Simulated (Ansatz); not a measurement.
## What NaMgI3 (built on the sites of a database entry of CsMgF3) distorts into

Wanted: the energy along a soft mode of NaMgI3 (built on the sites of a database entry of CsMgF3) and the structure at the end.

Calculated with Ansatz 0.2.0; DFT r2SCAN, scalar-relativistic, plane waves, PAW.

This is a report of a sequence of runs, with most program output left out.

The structure was built from a prototype and need not be the compound's stable phase.

## 1. Starting point

The structure is cubic, space group Pm-3m (No. 221). Conventional cell: a = 5.788 Å, b = 5.788 Å, c = 5.788 Å, α = 90.00°, β = 90.00°, γ = 90.00°. Nearest to Na lie 12 I at 4.09 Å. Nearest to Mg lie 6 I at 2.89 Å. I has 2 Mg at 2.89 Å nearest. Farther neighbours and most contacts between anions are not listed.

## 2. Phonons on a q mesh

The cell comes from relaxations at this level that are not shown. Stability and thermal properties need the whole zone. Linear response on a 2×2×2 q mesh gives force constants as far as a supercell of that size would, and the tensors from the zone-centre run are typed in so that the long-range dipole term is interpolated apart.

File input.yaml:

```yaml
crystal:
  lattice:
    - [5.7884207145, 0.0, 0.0]
    - [0.0, 5.7884207145, 0.0]
    - [0.0, 0.0, 5.7884207145]
  atoms:
    - { symbol: Na, position: [0.0, 0.0, 0.0] }
    - { symbol: Mg, position: [0.5, 0.5, 0.5] }
    - { symbol: I, position: [0.0, 0.5, 0.5] }
    - { symbol: I, position: [0.5, 0.0, 0.5] }
    - { symbol: I, position: [0.5, 0.5, 0.0] }
kpoints:
  mp_grid: { grid: [4, 4, 4] }
hamiltonian:
  xc: r2scan
scf:
  occupations: { method: fixed }
output:
  eigenvalues: true
phonons:
  method: dfpt
  qmesh: [2, 2, 2]
  temperatures: { t_max: 1000, t_step: 50 }
  qpath:
    path:
      - [[0.0, 0.0, 0.0], [0.0, 0.5, 0.0], [0.5, 0.5, 0.0], [0.0, 0.0, 0.0], [0.5, 0.5, 0.5], [0.0, 0.5, 0.0]]
      - [[0.5, 0.5, 0.5], [0.5, 0.5, 0.0]]
    npoints: 10
  non_analytic_term:
    high_frequency_dielectric_tensor: [[3.5178, 0.0, 0.0], [0.0, 3.5178, 0.0], [0.0, 0.0, 3.5178]]
    born_effective_charges:
      - { species: Na, tensor: [[1.4138, 0.0, 0.0], [0.0, 1.4138, 0.0], [0.0, 0.0, 1.4138]] }
      - { species: Mg, tensor: [[2.6335, 0.0, 0.0], [0.0, 2.6335, 0.0], [0.0, 0.0, 2.6335]] }
      - { species: I, tensor: [[-2.3493, 0.0, 0.0], [0.0, -0.849, 0.0], [0.0, 0.0, -0.849]] }
      - { species: I, tensor: [[-0.849, 0.0, 0.0], [0.0, -2.3493, 0.0], [0.0, 0.0, -0.849]] }
      - { species: I, tensor: [[-0.849, 0.0, 0.0], [0.0, -0.849, 0.0], [0.0, 0.0, -2.3493]] }
    source: "zone-centre run at this cell"
```

Run with:

```
ansatz run input.yaml --threads 8 --pin off --max-ram 14336MiB --backend cpu --events-out ev --progress --plain --runs-dir out
```

Run time: 7.7 min. Hardware: 8 threads of Arm Neoverse V2, shared host; peak memory 13 GiB.

Numbers from this step:

```yaml
gap_on_the_k_mesh: 1.822 eV
volume_per_atom: 38.79 Å³
sum_rule_residual_before_enforcement: 8.39e-5 eV/Å²
lowest_frequency_on_the_path: -76.25 cm⁻¹
point_group: m-3m
highest_frequency_on_the_path_or_at_a_solved_wavevector: 227.7 cm⁻¹
highest_optical_mode_at_the_zone_centre_no_lo_to_term: 162.7 cm⁻¹
lowest_optical_zone_centre_mode: -76.25 cm⁻¹
lowest_mode_on_the_q_mesh_acoustic_modes_at_gamma_apart: -76.25 cm⁻¹
```

Frequencies (cm⁻¹) solved at each irreducible wavevector; negative means imaginary. Frequencies by wavevector, by row:

```
q in reciprocal lattice units  star  mode 1  mode 2  mode 3  mode 4  mode 13  mode 14  mode 15
                        0 0 0     1   -76.2   -76.2   -76.2       0    162.7    162.7    162.7
                     0 0 -0.5     3   -71.5   -71.5     9.2     9.2    162.4    162.4    209.3
                  0 -0.5 -0.5     3   -66.6   -66.6   -64.8   -48.1    162.3    218.4    218.4
               -0.5 -0.5 -0.5     1   -73.8   -73.8   -73.8   -48.1    225.2    225.2    225.2
```

Interpolated from a 2×2×2 q mesh, with the LO-TO term (at Γ the limit along the path; where Γ stands inside the path, tables give the limit on arrival). Phonon branches along the path, in cm⁻¹:

```
    point  branch 1  branch 2  branch 3  branch 4  branch 12  branch 13  branch 14  branch 15
        Γ       -76       -76       -44         0         73        163        163        228
  halfway       -74       -74        -2        12         93        162        162        220
        X       -72       -72         9         9        121        162        162        209
  halfway       -70       -68       -48       -34        117        162        194        213
        M       -67       -67       -65       -48        128        162        218        218
  halfway       -71       -69       -47       -26        102        162        177        218
        Γ       -76       -76       -44         0         73        163        163        228
  halfway       -69       -69       -55       -29        110        182        182        216
        R       -74       -74       -74       -48        139        225        225        225
  halfway       -70       -68       -59       -37        122        187        200        217
        X       -72       -72         9         9        121        162        162        209
jump to R       -74       -74       -74       -48        139        225        225        225
  halfway       -70       -70       -69       -48        131        195        222        222
        M       -67       -67       -65       -48        128        162        218        218
```

Symmetry leaves 4 wavevectors to solve. The lowest mode among them, the acoustic zeros apart, lies at Γ and is imaginary, 76.2i cm⁻¹, so the energy falls along it.

## 3. The mode frozen in, largest atomic shift 0 Å

The mode followed lies at q = (-0.5, -0.5, -0.5) with frequency 73.8i cm⁻¹ and is 3-fold degenerate, one of the unstable modes though not the softest. At small amplitude the distorted cell has space group no. 139 by a symmetry search on the positions. The undistorted cell that holds it gives the zero of energy on the same k mesh.

System of this step: NaMgI3 (built on the sites of a database entry of CsMgF3). It takes space group Pm-3m (No. 221, cubic). The conventional cell has a = 5.788 Å, b = 5.788 Å, c = 5.788 Å, α = 90.00°, β = 90.00°, γ = 90.00°. Nearest to Na lie 12 I at 4.09 Å. Nearest to Mg lie 6 I at 2.89 Å. I has 2 Mg at 2.89 Å nearest. Farther neighbours and most contacts between anions are not listed.

File input.yaml:

```yaml
crystal:
  lattice:
    - [5.7884207145, 5.7884207145, 0.0]
    - [5.7884207145, 0.0, 5.7884207145]
    - [5.7884207145, 0.0, -5.7884207145]
  atoms:
    - { symbol: Na, position: [0.0, 0.0, 0.0] }
    - { symbol: Na, position: [0.0, 0.5, 0.5] }
    - { symbol: Mg, position: [0.5, 0.25, 0.75] }
    - { symbol: Mg, position: [0.5, 0.75, 0.25] }
    - { symbol: I, position: [0.5, 0.0, 0.5] }
    - { symbol: I, position: [0.5, 0.5, 0.0] }
    - { symbol: I, position: [0.0, 0.5, 0.0] }
    - { symbol: I, position: [0.0, 0.0, 0.5] }
    - { symbol: I, position: [0.5, 0.0, 0.0] }
    - { symbol: I, position: [0.5, 0.5, 0.5] }
kpoints:
  mp_grid: { grid: [4, 4, 4] }
hamiltonian:
  xc: r2scan
scf:
  occupations: { method: gaussian, width: 0.02 }
output:
  forces: true
  stress: true
  eigenvalues: true
```

It took 4.5 s on 8 threads; peak memory 2.3 GiB.

Numbers from this step:

```yaml
pressure: 0.001370 GPa
gap_on_the_k_mesh: 1.823 eV
energy_from_the_undistorted_cell: 0 meV/atom
```

At this level the gap is 1.82 eV on the k-mesh of the self-consistent run, which can miss the band edges.

## 4. The mode frozen in, largest atomic shift 0.6 Å

The atoms are moved along the unstable eigenvector, the largest shift by 0.6 Å, with the cell fixed.

File input.yaml:

```yaml
crystal:
  lattice:
    - [5.7884207145, 5.7884207145, 0.0]
    - [5.7884207145, 0.0, 5.7884207145]
    - [5.7884207145, 0.0, -5.7884207145]
  atoms:
    - { symbol: Na, position: [-0.1036552161, 0.051827608, 0.051827608] }
    - { symbol: Na, position: [0.1036552161, 0.448172392, 0.448172392] }
    - { symbol: Mg, position: [0.5, 0.25, 0.75] }
    - { symbol: Mg, position: [0.5, 0.75, 0.25] }
    - { symbol: I, position: [0.5, 0.0038274414, 0.4961725586] }
    - { symbol: I, position: [0.5, 0.4961725586, 0.0038274414] }
    - { symbol: I, position: [0.0, 0.5, 0.0] }
    - { symbol: I, position: [0.0, 0.0, 0.5] }
    - { symbol: I, position: [0.5, 0.0038274414, 0.0038274414] }
    - { symbol: I, position: [0.5, 0.4961725586, 0.4961725586] }
kpoints:
  mp_grid: { grid: [4, 4, 4] }
hamiltonian:
  xc: r2scan
scf:
  occupations: { method: gaussian, width: 0.02 }
output:
  forces: true
  stress: true
  eigenvalues: true
```

The job ended after 7.2 s (8 threads; peak memory 2.6 GiB).

This step gave:

| Quantity | Value |
| --- | --- |
| pressure | 0.1270 GPa |
| gap on the k-mesh | 1.820 eV |
| energy from the undistorted cell | -14.84 meV/atom |

The energy, extrapolated to zero smearing, is -14.84 meV/atom against the undistorted cell.

The run ends at a pressure of 0.13 GPa, with forces up to 0.19 eV/Å.

## 5. Energy along the mode, all amplitudes (two of the runs are shown above)

An imaginary frequency means negative curvature, so the energy should fall and then rise again as anharmonic terms take over.

Numbers from this step:

```yaml
depth_at_the_lowest_point_sampled: 14.84 meV/atom
largest_atomic_shift_at_that_point: 0.6 Å
```

Energy from the parent against largest atomic shift:

```
largest atomic shift (Å)  energy from the parent (meV/atom)
                   0.000                                  0
                   0.040                             -0.078
                   0.080                             -0.311
                   0.140                             -0.948
                   0.220                              -2.31
                   0.320                              -4.77
                   0.450                              -9.01
                   0.600                              -14.8
```

Displacement at unit largest shift by atom:

```
atom  x (Å)  y (Å)  z (Å)  size
 Na1   0.00  -1.00   0.00  1.00
 Na2   0.00   1.00   0.00  1.00
 Mg3   0.00   0.00   0.00  0.00
 Mg4   0.00   0.00   0.00  0.00
  I5   0.00   0.00   0.07  0.07
  I6   0.00   0.00  -0.07  0.07
  I7   0.00   0.00   0.00  0.00
  I8   0.00   0.00   0.00  0.00
  I9   0.07   0.00   0.00  0.07
 I10  -0.07   0.00   0.00  0.07
```

The lowest of the steps tried is the last one, at 0.6 Å, 14.8 meV/atom below the parent; the bottom of the well need not coincide with a step.

## 6. Relaxing from the distorted cell

Starting from the lowest point found, all atoms and the cell are let go, so that strain and other modes of the same symmetry can join in.

Changes to input.yaml since step 4:

```diff
@@ -21,3 +21,3 @@
 scf:
-  occupations: { method: gaussian, width: 0.02 }
+  occupations: { method: fixed }
 output:
@@ -26 +26,10 @@
   eigenvalues: true
+  write_density: true
+  write_potential: true
+  elf: true
+  volumetric_format: npy
+relax:
+  adjacent_minimum: "off"
+  f_tol: 0.002
+  max_steps: 120
+  cell: { stress_tol: 0.03 }
```

Run time: 83 s. Hardware: 8 threads; peak memory 2.9 GiB.

Relaxation path:

```
step  energy less that of the first step (eV)  largest force component (eV/Å)  pressure (GPa)  volume (Å³)
   1                                   0.0000                          0.1900            0.13       387.89
   2                                  -0.0284                          0.1984           -0.01       391.07
   3                                  -0.1064                          0.1613           -0.02       394.33
   4                                  -0.1187                          0.1444           -0.08       396.06
   5                                  -0.1462                          0.0750            0.12       397.22
   6                                  -0.1507                          0.0044            0.00       398.56
   7                                  -0.1508                          0.0020            0.00       398.47
   8                                  -0.1508                          0.0001            0.00       398.44
  9*                                  -0.1521                          0.0001            0.00       398.44
```

Relaxation steps marked * repeat the geometry before them on a plane-wave basis chosen anew for their cell, so energy and pressure can jump there.

Forces are held to the 16 operations that the run works with; a distortion that breaks them can't arise in this run.

```
conventional cell, symmetrised  before   after  change
                         a (Å)   8.186   8.252  +0.8 %
                         b (Å)   8.186   8.252  +0.8 %
                         c (Å)  11.577  11.702  +1.1 %
              volume (Å³/atom)   38.79   39.84  +2.7 %
```

The atoms that moved most (Å, as changes of fractional coordinates times the final cell):

```
atom      dx      dy      dz  length
 Na1   0.000  -0.500   0.000   0.500
 Na2   0.000   0.500   0.000   0.500
 I10  -0.058   0.000   0.000   0.058
  I5   0.000   0.000   0.058   0.058
  I6   0.000   0.000  -0.058   0.058
  I9   0.058   0.000   0.000   0.058
```

Final coordinates:

```cif
data_structure
_symmetry_space_group_name_H-M 'P 1'
_symmetry_Int_Tables_number 1
_cell_length_a 8.2633
_cell_length_b 8.2522
_cell_length_c 8.2522
_cell_angle_alpha 90.000
_cell_angle_beta 60.045
_cell_angle_gamma 60.045
_cell_volume 398.44
loop_
_atom_site_label
_atom_site_type_symbol
_atom_site_fract_x
_atom_site_fract_y
_atom_site_fract_z
_atom_site_occupancy
Na1 Na 0.81084 0.09458 0.09458 1
Na2 Na 0.18916 0.40542 0.40542 1
Mg3 Mg 0.50000 0.25000 0.75000 1
Mg4 Mg 0.50000 0.75000 0.25000 1
I5 I 0.50000 0.00883 0.49117 1
I6 I 0.50000 0.49117 0.00883 1
I7 I 0.00000 0.50000 0.00000 1
I8 I 0.00000 0.00000 0.50000 1
I9 I 0.50000 0.00883 0.00883 1
I10 I 0.50000 0.49117 0.49117 1
```

This step gave:

```yaml
pressure: 0.003473 GPa
gap_on_the_k_mesh: 1.771 eV
volume_per_atom: 39.84 Å³
```

Valence density in the ac plane of the conventional cell at fractional y = 0.000, with atoms of Na and Mg and I within 0.2 Å of it. It is the smooth field of the valence electrons, not physical close to the nuclei.

Ten steps, logarithmic in the rise over the least value, from '0' (0 e/Å³) to '9' (21 e/Å³), each cell a mean:
```
00000000016873000000000
00000000001210000000000
00000000001110000000000
00000000012222100000000
00000000134653210000000
00000001247985310000000
31000001237885210000012
86100000123443210000048
96200000011221100000048
42000000000110000000014
00000000002541000000000
00000000017994000000000
00000000016873000000000
00000000001210000000000
64100000001110000000026
97200000112222100000058
75100000134653210000036
10000001247985310000001
00000001237885210000000
00000000123443210000000
00000000011221100000000
00000000000110000000000
00000000002541000000000
00000000017994000000000
```
Columns run along a (8.3 Å), rows up along c (11.7 Å), edges of the conventional cell, whose origin can differ from the input's. Atoms in or near the plane, at fractional coordinates: Na at (0.00, 0.66), Na at (0.00, 0.34), Mg at (0.50, 0.00), Mg at (0.50, 0.50), I at (0.50, 0.75), I at (0.50, 0.25).

ELF in the ac plane of the conventional cell at fractional y = 0.000, with atoms of Na and Mg and I within 0.2 Å of it. It is the smooth field of the valence electrons, not physical close to the nuclei.

Values, 13 rows by 16 columns, each cell a mean:
```
0.00 0.01 0.02 0.03 0.05 0.06 0.06 0.23 0.25 0.11 0.06 0.06 0.04 0.02 0.01 0.00
0.00 0.00 0.01 0.01 0.04 0.18 0.45 0.57 0.58 0.51 0.26 0.06 0.02 0.01 0.00 0.00
0.00 0.00 0.01 0.08 0.39 0.70 0.69 0.49 0.45 0.63 0.73 0.51 0.15 0.01 0.00 0.00
0.38 0.18 0.01 0.09 0.48 0.76 0.66 0.38 0.34 0.57 0.76 0.61 0.19 0.01 0.09 0.34
0.46 0.43 0.03 0.02 0.08 0.33 0.61 0.70 0.70 0.66 0.43 0.14 0.03 0.01 0.26 0.52
0.17 0.06 0.04 0.06 0.06 0.06 0.09 0.19 0.22 0.12 0.07 0.06 0.06 0.05 0.03 0.14
0.02 0.04 0.07 0.08 0.09 0.08 0.09 0.36 0.34 0.19 0.06 0.09 0.08 0.07 0.05 0.02
0.29 0.10 0.03 0.05 0.05 0.07 0.15 0.25 0.27 0.18 0.08 0.05 0.05 0.04 0.06 0.24
0.46 0.44 0.03 0.02 0.13 0.44 0.67 0.68 0.68 0.69 0.54 0.21 0.04 0.01 0.28 0.53
0.27 0.11 0.01 0.12 0.53 0.77 0.64 0.33 0.28 0.55 0.76 0.66 0.23 0.01 0.05 0.23
0.00 0.00 0.01 0.05 0.29 0.63 0.70 0.58 0.54 0.67 0.68 0.41 0.10 0.01 0.00 0.00
0.00 0.00 0.01 0.02 0.03 0.11 0.32 0.44 0.45 0.39 0.18 0.04 0.02 0.01 0.01 0.00
0.00 0.01 0.02 0.04 0.06 0.07 0.08 0.28 0.30 0.14 0.06 0.07 0.04 0.03 0.01 0.00
```
Columns run along a (8.3 Å), rows up along c (11.7 Å), edges of the conventional cell, whose origin can differ from the input's. Atoms in or near the plane, at fractional coordinates: Na at (0.00, 0.66), Na at (0.00, 0.34), Mg at (0.50, 0.00), Mg at (0.50, 0.50), I at (0.50, 0.75), I at (0.50, 0.25).

Electrostatic potential energy in the ac plane of the conventional cell at fractional y = 0.000, with atoms of Na and Mg and I within 0.2 Å of it. With pseudopotentials it is smooth inside the atoms' cores, unlike the true potential.

Values in eV, 13 rows by 16 columns, each cell a mean:
```
  9   9   9   9   8   5  -3 -23 -27  -9   3   7   8   9   9   9
  8   8   9   9   8   7   5   1   1   4   7   8   9   9   8   8
  6   6   7   8   8   6  -6  -7  -5  -9   3   8   8   8   7   6
-10   0   5   7   8   5 -10  -2   2 -11   1   8   8   6   2  -7
-40 -11   4   7   8   7   4  -2  -3   2   7   8   7   5  -3 -34
 -1   3   6   7   7   6   1 -11 -14  -2   4   7   8   7   4   0
  6   6   7   8   7   4  -8 -38 -41 -18   2   6   7   8   7   6
 -8   1   6   7   8   6   2  -4  -6   1   5   7   8   6   3  -5
-40 -11   4   7   8   7   2  -6  -6  -1   6   8   7   5  -3 -35
 -3   2   6   7   8   5 -11   1   6 -11   0   8   8   6   4  -2
  6   7   8   8   9   7  -3  -8  -7  -6   5   8   8   8   7   7
  8   8   9   9   8   7   5   1   0   3   6   8   9   9   9   8
  9   9   9   8   7   4  -5 -30 -34 -13   2   7   8   9   9   9
```
Columns run along a (8.3 Å; values clipped at the 3rd and 97th percentile), rows up along c (11.7 Å), edges of the conventional cell, whose origin can differ from the input's. Atoms in or near the plane, at fractional coordinates: Na at (0.00, 0.66), Na at (0.00, 0.34), Mg at (0.50, 0.00), Mg at (0.50, 0.50), I at (0.50, 0.75), I at (0.50, 0.25).

The distorted start has space group I4/mmm; the relaxation ends in I4/mmm.

## 7. Summary of results

```yaml
unstable_mode_of_the_parent: q = (-0.5, -0.5, -0.5), 74i cm⁻¹
depth_at_the_lowest_point_sampled: 14.8 meV/atom
largest_atomic_shift_at_that_point: 0.6 Å
space_group_reached_within_0p01_a: I4/mmm
energy_gained_over_the_parent_first_relaxation_on_the_mesh_of_the_frozen_mode: 30.1 meV/atom
volume_per_atom_phase_reached: 39.8 Å³
gap_on_the_k_mesh_phase_reached: 1.77 eV
```

**Reading.** Along this mode the structure falls into I4/mmm, 30.1 meV/atom below the parent. At the parent's cell the well is 14.84 meV/atom deep on the steps tried, with its lowest point at a shift of 0.6 Å. That is the last step tried, so the steps alone don't bracket the bottom of the well. Relaxing atoms and cell changes the gain by +15.21 meV/atom against the lowest step (energies at zero smearing). The modes of the phase reached were not computed on this path. Of the 6 patterns followed to their end from this parent, this one ends 98.3 meV/atom above the lowest, Imma. Each path keeps the symmetry of its pattern, so a lower phase may lie along a pattern not tried. Spin-orbit coupling is left out, which can matter for the heavy elements here. The starting cell was built on a prototype and not taken from a measurement, so the phase need not exist.

[Logs are printed without paths, hosts, clocks, repeated set-up lines and the standing remarks that a program may print on its own settings, such as how far it seeks lower states.]

[Hosts, paths, dates, database ids (printed as entryN), source tags and the programs' standing remarks are cut or masked in the printed files.]
